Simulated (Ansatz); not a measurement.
The crystal is ZnInGaO4 (R3m).

```xyz
7
Lattice="1.6803 0.9701 8.7134 -1.6803 0.9701 8.7134 0.0000 -1.9403 8.7134" Properties=species:S:1:pos:R:3 pbc="T T T"
Zn    0.0000    0.0000    5.7086
In    0.0000    0.0000    0.0724
Ga    0.0000    0.0000   20.5732
O     0.0000    0.0000    7.7151
O     0.0000    0.0000   18.5951
O     0.0000    0.0000    3.1817
O     0.0000    0.0000   22.5747
```

The cell and positions are those that the Materials Project relaxed with its own functionals (PBE, PBE+U or r2SCAN), kept fixed. At the settings of the band run the largest force is still 0.07 eV/Å.

Gaps computed with Ansatz 0.2.0 without a self-energy: PBE 1.07 eV, PBE+SOC 1.05 eV and HSE06 2.73 eV.

Q: What gap should G0W0 on PBE give (6×6×6 mesh, 675 empty bands, screening to 230 eV, PAW set soft_1 files)?

About 2.59 eV: on its mesh the run moves the gap from 1.07 eV by +1.52 eV. Among the scalar-relativistic levels given, HSE06 is nearest (+0.14 eV). Bands and cutoff are finite, so the gap is not at the basis limit. The miss can reach some tenths of an eV and take either sign; the mesh is an error of its own. A d shell, filled or nearly so, lies near the gap. One-shot GW converges very slowly in bands there, not always from below, and on a semilocal start the gap tends to come out low; starts rich in exact exchange can overshoot instead. The many-body steps are scalar-relativistic: spin-orbit coupling is not in them.

[Paths, hosts, dates, memory and timing lines, banners, echoed tables and standing remarks are left out of the program output.]

[Logs are printed without paths, hosts, clocks, repeated set-up lines and the standing remarks that a program may print on its own settings, such as how far it seeks lower states.]

[Runs of the session that timed out or met a known fault of the program may be left out.]

[Cells called generated may have been cut or substituted from an entry of the Crystallography Open Database or the Materials Project.]

[Hosts, paths, dates, database ids (printed as entryN), source tags and the programs' standing remarks are cut or masked in the printed files.]
